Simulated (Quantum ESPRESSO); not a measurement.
# How cutoff, mesh and threshold together moves the magnetism of MnCuAs, part 2 of 2

Two starts of MnCuAs are run at each rung of cutoff, mesh and threshold together.

Quantum ESPRESSO 7.5; LDA; plane waves with GBRV 1.5 LDA potentials, no spin-orbit coupling (settings of the first rung).

So far, largest spin moment in the atom's sphere (μB): step 2 (rung 1, start ferro ++) 3.23; step 3 (rung 1, start antiferro +-) 3.26; step 4 (rung 2, start ferro ++) 3.20; step 5 (rung 2, start antiferro +-) 3.22; step 6 (rung 3, start ferro ++) 3.20.

## Step 7: Rung 3, start antiferro +-

pw.in reads:

```
&CONTROL
  calculation = 'scf'
  prefix = 'pwscf'
  outdir = './tmp'
  pseudo_dir = './pseudo'
  disk_io = 'nowf'
/
&SYSTEM
  ibrav = 0
  celldm(1) = 8
  nat = 6
  ntyp = 4
  ecutwfc = 40
  ecutrho = 280
  nbnd = 50
  occupations = 'smearing'
  smearing = 'fd'
  degauss = 0.00734986
  nspin = 2
  starting_magnetization(1) = 0.2333
  starting_magnetization(2) = -0.2333
  starting_magnetization(3) = 0
  starting_magnetization(4) = 0
/
&ELECTRONS
  conv_thr = 1.2d-08
  electron_maxstep = 150
  mixing_beta = 0.3
/
ATOMIC_SPECIES
Mn1    54.9380 mn_lda_v1.5.uspp.F.UPF
Mn2    54.9380 mn_lda_v1.5.uspp.F.UPF
Cu     63.5460 cu_lda_v1.2.uspp.F.UPF
As     74.9216 as_lda_v1.uspp.F.UPF
CELL_PARAMETERS alat
   0.8738780988147    0.0000000000000    0.0000000000000
   0.0000000000000    0.8738780988147    0.0000000000000
   0.0000000000000    0.0000000000000    1.5137703088783
ATOMIC_POSITIONS crystal
Mn1     0.0000000000    0.5000000000    0.1640200000
Mn2     0.5000000000    0.0000000000    0.8359800000
Cu      0.0000000000    0.0000000000    0.5000000000
Cu      0.5000000000    0.5000000000    0.5000000000
As      0.0000000000    0.5000000000    0.7762460000
As      0.5000000000    0.0000000000    0.2237540000
K_POINTS automatic
8 8 4 0 0 0
```

Run with:

```
$ OMP_NUM_THREADS=1 mpirun -n 2 pw.x -nk 2 -in pw.in > pw.out
```

Log:

```text
     [... lines left out ...]
Program PWSCF v.7.5 starts
     [... lines left out ...]
     number of atoms/cell      =            6
     [... lines left out ...]
     number of electrons       =        78.00
     number of Kohn-Sham states=           50
     kinetic-energy cutoff     =      40.0000  Ry
     charge density cutoff     =     280.0000  Ry
     scf convergence threshold =      1.2E-08
     [... lines left out ...]
      8 Sym. Ops. (no inversion) found ( 4 have fractional translation)
     [... lines left out ...]
     number of k points=    45  Fermi-Dirac smearing, width (Ry)=  0.0073
     [... lines left out ...]
     iteration # 19     ecut=    40.00 Ry     beta= 0.30
     [... lines left out ...]
     Magnetic moment per site  (integrated on atomic sphere of radius R)
     atom   1 (R=0.242)  charge= 13.1770  magn=  3.2133
     atom   2 (R=0.242)  charge= 13.1770  magn= -3.2133
     atom   3 (R=0.249)  charge= 17.8235  magn=  0.0000
     atom   4 (R=0.249)  charge= 17.8235  magn=  0.0000
     atom   5 (R=0.242)  charge=  2.8190  magn=  0.0017
     atom   6 (R=0.242)  charge=  2.8190  magn= -0.0017
     [... lines left out ...]
     the Fermi energy is    13.3022 ev
!    total energy              =   -1309.05549022 Ry
     estimated scf accuracy    <          1.5E-09 Ry
     smearing contrib. (-TS)   =      -0.00614916 Ry
     [... lines left out ...]
     total magnetization       =    -0.00 Bohr mag/cell
     absolute magnetization    =     7.20 Bohr mag/cell
     convergence has been achieved in  19 iterations
```

Wall time 4.2 min (2 MPI ranks of Intel Xeon Platinum 8175M at 2.50GHz (Skylake/Cascade Lake), shared host); peak memory 0.5 GiB; 8.4 min of CPU time.

Numbers from this step:

```yaml
magnetization: 0 μB
final_state: antiferromagnetic
largest_moment: 3.213 μB
```

## Step 8: Rung 4, start ferro ++

pw.in reads:

```
&CONTROL
  calculation = 'scf'
  prefix = 'pwscf'
  outdir = './tmp'
  pseudo_dir = './pseudo'
  disk_io = 'nowf'
/
&SYSTEM
  ibrav = 0
  celldm(1) = 8
  nat = 6
  ntyp = 3
  ecutwfc = 52
  ecutrho = 364
  nbnd = 54
  occupations = 'smearing'
  smearing = 'fd'
  degauss = 0.00734986
  nspin = 2
  starting_magnetization(1) = 0.2333
  starting_magnetization(2) = 0
  starting_magnetization(3) = 0
/
&ELECTRONS
  conv_thr = 6d-10
  electron_maxstep = 150
  mixing_beta = 0.3
/
ATOMIC_SPECIES
Mn     54.9380 mn_lda_v1.5.uspp.F.UPF
Cu     63.5460 cu_lda_v1.2.uspp.F.UPF
As     74.9216 as_lda_v1.uspp.F.UPF
CELL_PARAMETERS alat
   0.8738780988147    0.0000000000000    0.0000000000000
   0.0000000000000    0.8738780988147    0.0000000000000
   0.0000000000000    0.0000000000000    1.5137703088783
ATOMIC_POSITIONS crystal
Mn      0.0000000000    0.5000000000    0.1640200000
Mn      0.5000000000    0.0000000000    0.8359800000
Cu      0.0000000000    0.0000000000    0.5000000000
Cu      0.5000000000    0.5000000000    0.5000000000
As      0.0000000000    0.5000000000    0.7762460000
As      0.5000000000    0.0000000000    0.2237540000
K_POINTS automatic
10 10 6 0 0 0
```

Log:

```text
     [... lines left out ...]
Program PWSCF v.7.5 starts
     [... lines left out ...]
     number of atoms/cell      =            6
     [... lines left out ...]
     number of electrons       =        78.00
     number of Kohn-Sham states=           54
     kinetic-energy cutoff     =      52.0000  Ry
     charge density cutoff     =     364.0000  Ry
     scf convergence threshold =      6.0E-10
     [... lines left out ...]
     16 Sym. Ops., with inversion, found ( 8 have fractional translation)
     [... lines left out ...]
     number of k points=    84  Fermi-Dirac smearing, width (Ry)=  0.0073
     [... lines left out ...]
     iteration # 20     ecut=    52.00 Ry     beta= 0.30
     [... lines left out ...]
     Magnetic moment per site  (integrated on atomic sphere of radius R)
     atom   1 (R=0.242)  charge= 13.1803  magn=  3.2050
     atom   2 (R=0.242)  charge= 13.1803  magn=  3.2050
     atom   3 (R=0.249)  charge= 17.8243  magn=  0.0348
     atom   4 (R=0.249)  charge= 17.8243  magn=  0.0348
     atom   5 (R=0.242)  charge=  2.8119  magn= -0.0223
     atom   6 (R=0.242)  charge=  2.8119  magn= -0.0223
     [... lines left out ...]
     the Fermi energy is    13.1828 ev
!    total energy              =   -1309.04116387 Ry
     estimated scf accuracy    <          1.1E-10 Ry
     smearing contrib. (-TS)   =      -0.00989163 Ry
     [... lines left out ...]
     total magnetization       =     6.83 Bohr mag/cell
     absolute magnetization    =     7.17 Bohr mag/cell
     convergence has been achieved in  20 iterations
```

Wall time 13 min (2 MPI ranks); peak memory 0.94 GiB; 26 min of CPU time.

Numbers from this step:

```yaml
magnetization: 6.831 μB
final_state: ferromagnetic
largest_moment: 3.205 μB
```

## Step 9: Rung 4, start antiferro +-

pw.in, as its differences from that of step 8:

```diff
@@ -11,6 +11,6 @@
   nat = 6
-  ntyp = 3
+  ntyp = 4
   ecutwfc = 52
   ecutrho = 364
-  nbnd = 54
+  nbnd = 50
   occupations = 'smearing'
@@ -20,4 +20,5 @@
   starting_magnetization(1) = 0.2333
-  starting_magnetization(2) = 0
+  starting_magnetization(2) = -0.2333
   starting_magnetization(3) = 0
+  starting_magnetization(4) = 0
 /
@@ -29,3 +30,4 @@
 ATOMIC_SPECIES
-Mn     54.9380 mn_lda_v1.5.uspp.F.UPF
+Mn1    54.9380 mn_lda_v1.5.uspp.F.UPF
+Mn2    54.9380 mn_lda_v1.5.uspp.F.UPF
 Cu     63.5460 cu_lda_v1.2.uspp.F.UPF
@@ -37,4 +39,4 @@
 ATOMIC_POSITIONS crystal
-Mn      0.0000000000    0.5000000000    0.1640200000
-Mn      0.5000000000    0.0000000000    0.8359800000
+Mn1     0.0000000000    0.5000000000    0.1640200000
+Mn2     0.5000000000    0.0000000000    0.8359800000
 Cu      0.0000000000    0.0000000000    0.5000000000
```

Log:

```text
     [... lines left out ...]
Program PWSCF v.7.5 starts
     [... lines left out ...]
     number of atoms/cell      =            6
     [... lines left out ...]
     number of electrons       =        78.00
     number of Kohn-Sham states=           50
     kinetic-energy cutoff     =      52.0000  Ry
     charge density cutoff     =     364.0000  Ry
     scf convergence threshold =      6.0E-10
     [... lines left out ...]
      8 Sym. Ops. (no inversion) found ( 4 have fractional translation)
     [... lines left out ...]
     number of k points=    84  Fermi-Dirac smearing, width (Ry)=  0.0073
     [... lines left out ...]
     iteration # 21     ecut=    52.00 Ry     beta= 0.30
     [... lines left out ...]
     Magnetic moment per site  (integrated on atomic sphere of radius R)
     atom   1 (R=0.242)  charge= 13.1772  magn=  3.2190
     atom   2 (R=0.242)  charge= 13.1772  magn= -3.2190
     atom   3 (R=0.249)  charge= 17.8236  magn= -0.0000
     atom   4 (R=0.249)  charge= 17.8236  magn= -0.0000
     atom   5 (R=0.242)  charge=  2.8194  magn=  0.0015
     atom   6 (R=0.242)  charge=  2.8194  magn= -0.0015
     [... lines left out ...]
     the Fermi energy is    13.3037 ev
!    total energy              =   -1309.06114071 Ry
     estimated scf accuracy    <          2.5E-10 Ry
     smearing contrib. (-TS)   =      -0.00631692 Ry
     [... lines left out ...]
     total magnetization       =     0.00 Bohr mag/cell
     absolute magnetization    =     7.22 Bohr mag/cell
     convergence has been achieved in  21 iterations
```

Elapsed: 14 min, on 2 MPI ranks; peak memory 0.91 GiB.

Read from the output:

- magnetization: 0 μB
- final state: antiferromagnetic
- largest moment: 3.219 μB

## Step 10: Side by side

Ladder, by row:

```
rung  cutoff (eV)     mesh  state from the first start  state from the second start  second less first (meV a seeded atom)  moment, first (μB)  moment, second (μB)  CPU time (s)
   1          299    4x4x2               ferromagnetic            antiferromagnetic                                 -128.7               3.231                3.263         139.6
   2          408    6x6x6               ferromagnetic            antiferromagnetic                                 -136.3               3.203                3.223         554.1
   3          544    8x8x4               ferromagnetic            antiferromagnetic                                 -134.1               3.202                3.213         922.9
   4          707  10x10x6               ferromagnetic            antiferromagnetic                                 -135.9               3.205                3.219          3214
```

## Step 11: Summary of results

| Item | Value |
| --- | --- |
| range of the largest moment, first start | 3.20 to 3.23 μB; second start 3.21 to 3.26 μB |
| range of CPU time | 2.3 min to 54 min |
| range of the energy difference | -136 to -129 meV a seeded atom |
| first rung that agrees with the last (margins below) | 2 |

In words: From rung 2 on the states are those of the last rung, the moments stay within 0.05 μB of it and the difference within 6.8 meV; rung 2 took 17 % of its CPU time. Energies are free energies at an electronic temperature of 1160 K, which lowers moments and differences where the moments are itinerant.

[Long decimals in the printed logs are rounded to 6 places.]

[Logs and program files are shortened in this print: banners, set-up blocks, solver, clock and traceback lines can be left out without a mark of their own.]

[Logs are printed without paths, hosts, clocks, repeated set-up lines and the standing remarks that a program may print on its own settings, such as how far it seeks lower states.]

[Hosts, paths, dates, database ids (printed as entryN), source tags and the programs' standing remarks are cut or masked in the printed files.]

[Where the starting crystal was built by hand or by swapping elements, it need not be the compound's stable phase.]

[Where a cell is said to come from a database of computed structures, the database is the Materials Project.]

[Lattice constants that a cell's source calls measured were typed from memory.]
